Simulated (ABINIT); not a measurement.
# LiCaBr3 (Pm-3m): modes at Γ and the response to a field, part 2 of 2

Aim: the zone-centre modes of LiCaBr3 (Pm-3m).

ABINIT 10.8.3; DFT LDA, scalar-relativistic, plane waves, PseudoDojo norm-conserving pseudopotentials.

So far. Step 5 (Relaxation): The volume changes by -0.1 % in this run and stands -15.9 % from the first cell. The relaxed cell has a = 5.475 Å (conventional setting).

The structure was built from a prototype and need not be the compound's stable phase.

## 8. Linear response at Γ

The derivative of the wavefunctions by k comes first, since the response to a field is built on it; then the field and the displacements that symmetry doesn't supply are solved at q = 0.

It reads the wavefunctions written in step 6.

The input, dfpt_gamma.abi:

```
ndtset 2

# common to the responses
getwfk_filepath "gso_WFK"
kptopt 2
nqpt 1
qpt 0.0 0.0 0.0
asr 0
chneut 0

# d/dk
rfelfd1 2
rfdir1 1 1 1
iscf1 -3
tolwfr1 1.0d-20

# displacements, field
rfphon2 1
rfatpol2 1 5
rfdir2 1 1 1
rfelfd2 3
getddk2 1
tolvrs2 1.0d-10
prtwf2 0

# basis, mesh and filling
ecut 33.0
ngkpt 4 4 4
nshiftk 1
shiftk 0.0 0.0 0.0
istwfk *1
occopt 1
nband 17
nstep 100
diemac 9.0
prtebands 0
prtgsr 0
useylm 1

# cell and atoms
acell 3*1.0 Angstrom
rprim 
    5.47528094 0.0 0.0
    0.0 5.47528094 0.0
    0.0 0.0 5.47528094
ntypat 3
znucl 3 20 35
natom 5
typat 1 2 3 3 3
xred 
    0.0 0.0 0.0
    0.5 0.5 0.5
    0.5 0.5 0.0
    0.5 0.0 0.5
    0.0 0.5 0.5
pp_dirpath "./pseudo"
pseudos "Li.upf, Ca.upf, Br.upf"
```

Started as:

```bash
OMP_NUM_THREADS=1 mpirun -n 4 abinit dfpt_gamma.abi > dfpt_gamma.log
```

Numbers of over 12 decimals in the logs are rounded to 6 here.

dfpt_gamma.abo, the main output file:

```text
[banners, grids, parts of the stress and lines that vanish by symmetry left out]
- input  file    -> dfpt_gamma.abi
- output file    -> dfpt_gamma.abo
- root for input  files -> dfpt_gammai
[...]
DATASET    1 : space group Pm -3 m (#221); Bravais cP (primitive cubic)
[...]
nfft =      157464          nkpt =          36
[...]
DATASET    2 : space group Pm -3 m (#221); Bravais cP (primitive cubic)
[...]
nfft =      157464          nkpt =          36
[...]
== DATASET  1 ==================================================================
[...]
cutoff_energies: {ecut:  33.0, pawecutdg:  -1.0, }
[...]
- 35.00000   7.00000  180309                  znucl, zion, pspdat
[...]
Perturbation : derivative vs k along direction   1
[...]
-ETOT  1  -12.440266413919     -1.244E+01 9.787E-02 0.000E+00
 ETOT  2  -12.541140955512     -1.009E-01 1.045E-02 0.000E+00
 ETOT  3  -12.544491978456     -3.351E-03 3.037E-04 0.000E+00
 ETOT  4  -12.544648569022     -1.566E-04 4.156E-05 0.000E+00
 ETOT  5  -12.544657153718     -8.585E-06 1.823E-06 0.000E+00
[...]
At SCF step   19   max residual=  9.93E-21 < tolwfr=  1.00E-20 =>converged.
[...]
Perturbation : derivative vs k along direction   2
[...]
-ETOT  1  -12.439905348793     -1.244E+01 9.787E-02 0.000E+00
[...]
At SCF step   19   max residual=  9.93E-21 < tolwfr=  1.00E-20 =>converged.
[...]
Perturbation : derivative vs k along direction   3
[...]
-ETOT  1  -12.440266313656     -1.244E+01 9.787E-02 0.000E+00
[...]
At SCF step   19   max residual=  9.93E-21 < tolwfr=  1.00E-20 =>converged.
[...]
1        1       1.0650300257   -0.0000000000
     1        2       0.0000000000    0.0000000000
     1        3       0.0000000000    0.0000000000
     2        1       0.0000000000    0.0000000000
     2        2       1.0650300257    0.0000000000
     2        3       0.0000000000    0.0000000000
     3        1       0.0000000000    0.0000000000
     3        2       0.0000000000    0.0000000000
     3        3       1.0650300257    0.0000000000
[...]
== DATASET  2 ==================================================================
[...]
cutoff_energies: {ecut:  33.0, pawecutdg:  -1.0, }
[...]
Perturbation : displacement of atom   1   along direction   1
[...]
-ETOT  1  0.148674     -3.639E+03 4.598E+01 3.492E+02
[...]
At SCF step   12       vres2   =  3.12E-11 < tolvrs=  1.00E-10 =>converged.
[...]
Perturbation : displacement of atom   2   along direction   1
[...]
-ETOT  1   16.362304560808     -4.870E+03 2.144E+01 6.923E+03
[...]
At SCF step   14       vres2   =  2.78E-12 < tolvrs=  1.00E-10 =>converged.
[...]
Perturbation : displacement of atom   3   along direction   1
[...]
-ETOT  1  0.690163     -9.524E+02 2.935E+00 1.435E+03
[...]
At SCF step   12       vres2   =  1.97E-11 < tolvrs=  1.00E-10 =>converged.
[...]
Perturbation : displacement of atom   3   along direction   3
[...]
-ETOT  1   11.175860595049     -9.613E+02 6.152E+00 6.313E+03
[...]
At SCF step   13       vres2   =  5.17E-11 < tolvrs=  1.00E-10 =>converged.
[...]
Perturbation : homogeneous electric field along direction   1
[...]
-ETOT  1  -56.595684642672     -5.660E+01 1.808E+00 4.012E+04
[...]
ETOT 13  -69.511648404575     -5.073E-12 1.127E-12 3.821E-09
 ETOT 14  -69.511648404577     -1.634E-12 7.951E-14 2.845E-11
 At SCF step   14       vres2   =  2.85E-11 < tolvrs=  1.00E-10 =>converged.
[...]
Dielectric tensor, in cartesian coordinates,
[...]
1    7   1    7         3.1384664356        -0.0000000000
   1    7   2    7        -0.0000000000        -0.0000000000
   1    7   3    7        -0.0000000000        -0.0000000000
   2    7   1    7        -0.0000000000        -0.0000000000
   2    7   2    7         3.1384664356        -0.0000000000
   2    7   3    7        -0.0000000000        -0.0000000000
   3    7   1    7        -0.0000000000        -0.0000000000
   3    7   2    7        -0.0000000000        -0.0000000000
   3    7   3    7         3.1384664356        -0.0000000000
  Effective charges, in cartesian coordinates,
[...]
1    1   1    7         1.4196306602         0.0000000000
   2    1   1    7         0.0000000000         0.0000000000
   3    1   1    7         0.0000000000         0.0000000000
   1    2   1    7         2.4397368348         0.0000000000
   2    2   1    7         0.0000000000         0.0000000000
[...]
Effective charges, in cartesian coordinates,
[...]
2    7   1    5         0.0000000000         0.0000000000
   3    7   1    5         0.0000000000         0.0000000000
   1    7   2    5         0.0000000000         0.0000000000
   2    7   2    5        -0.8957518357         0.0000000000
   3    7   2    5         0.0000000000         0.0000000000
   1    7   3    5         0.0000000000         0.0000000000
   2    7   3    5         0.0000000000         0.0000000000
   3    7   3    5        -0.8957518357         0.0000000000
  Phonon wavevector (reduced coordinates) :  0.00000  0.00000  0.00000
 Phonon energies in Hartree :
[...]
Phonon frequencies in cm-1    :
- -1.707441E+02 -1.707441E+02 -1.707441E+02 -2.989408E+01 -2.989408E+01
- -2.989408E+01  1.051926E+00  1.051926E+00  1.051926E+00  6.617199E+01
-  6.617199E+01  6.617199E+01  2.477803E+02  2.477803E+02  2.477803E+02
  Phonon at Gamma, with non-analyticity in the
[...]
Phonon energies in Hartree :
[...]
Phonon frequencies in cm-1    :
- -1.707441E+02 -1.707441E+02 -7.731327E+01 -2.989408E+01 -2.989408E+01
- -2.989408E+01  1.051926E+00  1.051926E+00  1.161219E+00  6.617199E+01
-  6.617199E+01  7.228454E+01  2.477803E+02  2.477803E+02  2.939351E+02
  Phonon at Gamma, with non-analyticity in the
[...]
Phonon energies in Hartree :
[...]
Phonon frequencies in cm-1    :
- -1.707441E+02 -1.707441E+02 -7.731327E+01 -2.989408E+01 -2.989408E+01
- -2.989408E+01  1.051926E+00  1.051926E+00  1.161219E+00  6.617199E+01
-  6.617199E+01  7.228454E+01  2.477803E+02  2.477803E+02  2.939351E+02
  Phonon at Gamma, with non-analyticity in the
[...]
Phonon energies in Hartree :
[...]
Phonon frequencies in cm-1    :
- -1.707441E+02 -1.707441E+02 -7.731327E+01 -2.989408E+01 -2.989408E+01
- -2.989408E+01  1.051926E+00  1.051926E+00  1.161219E+00  6.617199E+01
-  6.617199E+01  7.228454E+01  2.477803E+02  2.477803E+02  2.939351E+02
[...]
fcart2     0.0000000000E+00  0.0000000000E+00  0.0000000000E+00
           strten2     0.0000000000E+00  0.0000000000E+00  0.0000000000E+00
================================================================================
```

The job ended after 6.7 min (4 MPI ranks of Arm Neoverse V2, shared host; 27 min of CPU time).

This step gave:

```
miss of the charge sum rule                                       : 0.01518 e
largest acoustic frequency at the zone centre before the sum rule : 1.05 cm⁻¹
highest optical zone-centre mode (no LO-TO term)                  : 247.8 cm⁻¹
lowest optical zone-centre mode                                   : -170.7 cm⁻¹
mean high-frequency dielectric constant                           : 3.139
largest Born charge in size (third of the trace)                  : 2.440 e
```

Born charge (rows field, columns displacement), before the sum rule (e), principal values of the symmetric part by kind of site:

```tsv
atom	atoms with these values	low	middle	high	mean
Li1	1	1.42	1.42	1.42	1.42
Ca2	1	2.44	2.44	2.44	2.44
Br3	3	-2.08	-0.90	-0.90	-1.29
```

In full for Br3:

```
-0.90  0.00  0.00
 0.00 -0.90  0.00
 0.00  0.00 -2.08
```

High-frequency dielectric tensor:

```
3.14 0.00 0.00
0.00 3.14 0.00
0.00 0.00 3.14
```

The acoustic modes at Γ come out as far as 1.1 cm⁻¹ from zero, where they should vanish, a small numerical error; the Born charges miss their sum rule by 0.015 e, which is good. The lowest optical mode is imaginary, 171i cm⁻¹, an instability at this level and on this k mesh.

## 9. Zone-centre analysis

anaddb reads the merged derivatives, imposes the acoustic sum rule and charge neutrality, and adds the LO-TO term along chosen directions.

The input, anaddb.abi:

```
ddb_filepath "gamma_DDB"
output_file "anaddb.abo"
outdata_prefix "anaddb"
asr 1
chneut 1
enunit 2
eivec 1
nph1l 1
qph1l 0.0 0.0 0.0 1.0
dieflag 2
nph2l 3
qph2l 
    1.0 0.0 0.0 0.0
    0.0 0.0 1.0 0.0
    1.0 1.0 1.0 0.0
```

The input, mrgddb.in:

```
gamma_DDB
merged
2
dfpt_gammao_DS2_DDB
gso_DDB
```

Started as:

```bash
mrgddb < mrgddb.in > mrgddb.log
OMP_NUM_THREADS=1 anaddb anaddb.abi > anaddb.log
```

anaddb.abo, the main output file:

```text
[banners, grids, parts of the stress and lines that vanish by symmetry left out]
-outvars_anaddb: echo values of input variables ----------------------

 Flags :
[...]
Dielectric Tensor and Effective Charges
[...]
Effective charge tensors after
[...]
Phonon wavevector (reduced coordinates) :  0.00000  0.00000  0.00000
 Phonon energies in Hartree :
[...]
Phonon energies in meV     :
- -2.116958E+01 -2.116958E+01 -2.116958E+01 -3.706370E+00 -3.706370E+00
- -3.706370E+00  0.000000E+00  0.000000E+00  0.000000E+00  8.202323E+00
-  8.202323E+00  8.202323E+00  3.071964E+01  3.071964E+01  3.071964E+01
 Phonon frequencies in cm-1    :
- -1.707442E+02 -1.707442E+02 -1.707442E+02 -2.989389E+01 -2.989389E+01
- -2.989389E+01  0.000000E+00  0.000000E+00  0.000000E+00  6.615620E+01
-  6.615620E+01  6.615620E+01  2.477706E+02  2.477706E+02  2.477706E+02
 Phonon frequencies in Thz     :
- -5.118782E+00 -5.118782E+00 -5.118782E+00 -8.961964E-01 -8.961964E-01
- -8.961964E-01  0.000000E+00  0.000000E+00  0.000000E+00  1.983313E+00
-  1.983313E+00  1.983313E+00  7.427975E+00  7.427975E+00  7.427975E+00
 Phonon energies in Kelvin  :
- -2.456628E+02 -2.456628E+02 -2.456628E+02 -4.301064E+01 -4.301064E+01
- -4.301064E+01  0.000000E+00  0.000000E+00  0.000000E+00  9.518401E+01
-  9.518401E+01  9.518401E+01  3.564866E+02  3.564866E+02  3.564866E+02
[...]
-  1  0.00000000E+00  0.00000000E+00  8.65550783E-03
-     0.00000000E+00  0.00000000E+00  0.00000000E+00
-  2  0.00000000E+00  0.00000000E+00  9.70485571E-05
-     0.00000000E+00  0.00000000E+00  0.00000000E+00
-  3  0.00000000E+00  0.00000000E+00  3.78549499E-05
-     0.00000000E+00  0.00000000E+00  0.00000000E+00
-  4  0.00000000E+00  0.00000000E+00 -4.19203978E-04
-     0.00000000E+00  0.00000000E+00  0.00000000E+00
-  5  0.00000000E+00  0.00000000E+00 -4.19203978E-04
-     0.00000000E+00  0.00000000E+00  0.00000000E+00
[...]
-  1  0.00000000E+00  8.65550783E-03  0.00000000E+00
-     0.00000000E+00  0.00000000E+00  0.00000000E+00
-  2  0.00000000E+00  9.70485571E-05  0.00000000E+00
-     0.00000000E+00  0.00000000E+00  0.00000000E+00
-  3  0.00000000E+00 -4.19203978E-04  0.00000000E+00
-     0.00000000E+00  0.00000000E+00  0.00000000E+00
-  4  0.00000000E+00  3.78549499E-05  0.00000000E+00
-     0.00000000E+00  0.00000000E+00  0.00000000E+00
-  5  0.00000000E+00 -4.19203978E-04  0.00000000E+00
-     0.00000000E+00  0.00000000E+00  0.00000000E+00
[...]
-  1  8.65550783E-03  0.00000000E+00  0.00000000E+00
-     0.00000000E+00  0.00000000E+00  0.00000000E+00
-  2  9.70485571E-05  0.00000000E+00  0.00000000E+00
-     0.00000000E+00  0.00000000E+00  0.00000000E+00
-  3 -4.19203978E-04  0.00000000E+00  0.00000000E+00
-     0.00000000E+00  0.00000000E+00  0.00000000E+00
-  4 -4.19203978E-04  0.00000000E+00  0.00000000E+00
-     0.00000000E+00  0.00000000E+00  0.00000000E+00
[...]
Phonon at Gamma, with non-analyticity in the
[...]
Phonon energies in Hartree :
[...]
Phonon energies in meV     :
- -2.116958E+01 -2.116958E+01 -9.527995E+00 -3.706370E+00 -3.706370E+00
- -3.706370E+00  0.000000E+00  0.000000E+00  0.000000E+00  8.202323E+00
[...]
Phonon frequencies in cm-1    :
[...]
Phonon frequencies in Thz     :
[...]
Phonon energies in Kelvin  :
[...]
- -4.301064E+01  0.000000E+00  0.000000E+00  0.000000E+00  9.518401E+01
-  9.518401E+01  1.040265E+02  3.564866E+02  3.564866E+02  4.230175E+02
[...]
-  5  0.00000000E+00  0.00000000E+00  1.85276651E-03
-     0.00000000E+00  0.00000000E+00  0.00000000E+00
[...]
-  1  0.00000000E+00  0.00000000E+00  0.00000000E+00
-     0.00000000E+00  0.00000000E+00  0.00000000E+00
-  2  0.00000000E+00  0.00000000E+00  0.00000000E+00
-     0.00000000E+00  0.00000000E+00  0.00000000E+00
-  3  0.00000000E+00  1.85276651E-03  0.00000000E+00
-     0.00000000E+00  0.00000000E+00  0.00000000E+00
-  4  0.00000000E+00  0.00000000E+00  0.00000000E+00
-     0.00000000E+00  0.00000000E+00  0.00000000E+00
-  5  0.00000000E+00 -1.85276651E-03  0.00000000E+00
-     0.00000000E+00  0.00000000E+00  0.00000000E+00
[...]
Phonon at Gamma, with non-analyticity in the
[...]
Phonon energies in Hartree :
[...]
Phonon energies in meV     :
- -2.116958E+01 -2.116958E+01 -9.527995E+00 -3.706370E+00 -3.706370E+00
- -3.706370E+00  0.000000E+00  0.000000E+00  0.000000E+00  8.202323E+00
-  8.202323E+00  8.964312E+00  3.071964E+01  3.071964E+01  3.645283E+01
 Phonon frequencies in cm-1    :
- -1.707442E+02 -1.707442E+02 -7.684847E+01 -2.989389E+01 -2.989389E+01
[...]
Phonon frequencies in Thz     :
[...]
Phonon energies in Kelvin  :
[...]
Phonon at Gamma, with non-analyticity in the
[...]
Phonon energies in Hartree :
[...]
Phonon energies in meV     :
[...]
Phonon frequencies in cm-1    :
[...]
Phonon frequencies in Thz     :
[...]
Phonon energies in Kelvin  :
[...]
- -4.301064E+01  0.000000E+00  0.000000E+00  0.000000E+00  9.518401E+01
-  9.518401E+01  1.040265E+02  3.564866E+02  3.564866E+02  4.230175E+02
[...]
-  4  8.73262068E-05  8.30550263E-04 -3.30701474E-05
-     0.00000000E+00  0.00000000E+00  0.00000000E+00
-  5 -1.33678717E-03 -5.42560594E-05 -3.30701474E-05
-     0.00000000E+00  0.00000000E+00  0.00000000E+00
[...]
;  5 -8.76498800E-04 -3.30306779E-05 -3.30306779E-05
;     0.00000000E+00  0.00000000E+00  0.00000000E+00
-
```

Run time: 0.52 s. Hardware: 1 thread.

Numbers from this step:

- highest mode moved by the LO-TO term: 294.0 cm⁻¹

No LO-TO term; unit eigenvectors of the mass-weighted matrix, from anaddb's displacements. The modes at Γ (shares of kinetic energy by element, %) (negative means imaginary):

```tsv
mode	frequency (cm⁻¹)	symmetry	Li %	Ca %	Br %
1	-170.7	T1u	95	0	5
2	-170.7	T1u	95	0	5
3	-170.7	T1u	95	0	5
4	-29.9	T2u	0	0	100
5	-29.9	T2u	0	0	100
6	-29.9	T2u	0	0	100
7	0.0	acoustic	2	14	84
8	0.0	acoustic	2	14	84
9	0.0	acoustic	2	14	84
10	66.2	T1u	3	26	71
11	66.2	T1u	3	26	71
12	66.2	T1u	3	26	71
13	247.8	T1u	0	60	40
14	247.8	T1u	0	60	40
15	247.8	T1u	0	60	40
```

Displacements in mode 1 (-170.7 cm⁻¹), the largest set to 1:
```
Li1  0.00  0.00  1.00
Ca2  0.00  0.00  0.01
Br3  0.00  0.00  0.00
Br4  0.00  0.00 -0.05
Br5  0.00  0.00 -0.05
```

Displacements in mode 10 (66.2 cm⁻¹), the largest set to 1:
```
Li1  0.00  0.00 -0.79
Ca2  0.00  0.00  1.00
Br3  0.00  0.00  0.79
Br4  0.00  0.00 -0.61
Br5  0.00  0.00 -0.61
```

With imaginary modes the relaxed-ion tensors have no meaning and are not tabulated.

The rule moves no optical mode by more than 0.1 cm⁻¹.

## 10. Summary of results

```
space group after relaxation                                           : Pm-3m
volume per atom                                                        : 32.8 Å³
highest optical zone-centre mode (no LO-TO term)                       : 247.8 cm⁻¹
lowest optical zone-centre mode                                        : -170.7 cm⁻¹
highest mode moved by the LO-TO term                                   : 294.0 cm⁻¹
mean high-frequency dielectric constant                                : 3.14
largest Born charge in size (third of the trace)                       : 2.44 e
imaginary optical modes at the zone centre (no q mesh in this session) : yes
```

**Reading.** At the LDA level the optical modes of LiCaBr3 (Pm-3m) at the zone centre (no LO-TO term) run from 171i to 248 cm⁻¹, so the structure is a saddle point, with 6 modes beyond 10i cm⁻¹ there. Along the directions run, the highest mode that the macroscopic field moves lies at 294 cm⁻¹. These are harmonic frequencies at zero temperature: anharmonic shifts and linewidths and thermal expansion are left out. The structure is a hypothetical one, built on a prototype.

[Host names and launcher messages were left out of these logs when they were recorded.]

[Logs are printed without paths, hosts, clocks, repeated set-up lines and the standing remarks that a program may print on its own settings, such as how far it seeks lower states.]

[Hosts, paths, dates, database ids (printed as entryN), source tags and the programs' standing remarks are cut or masked in the printed files.]
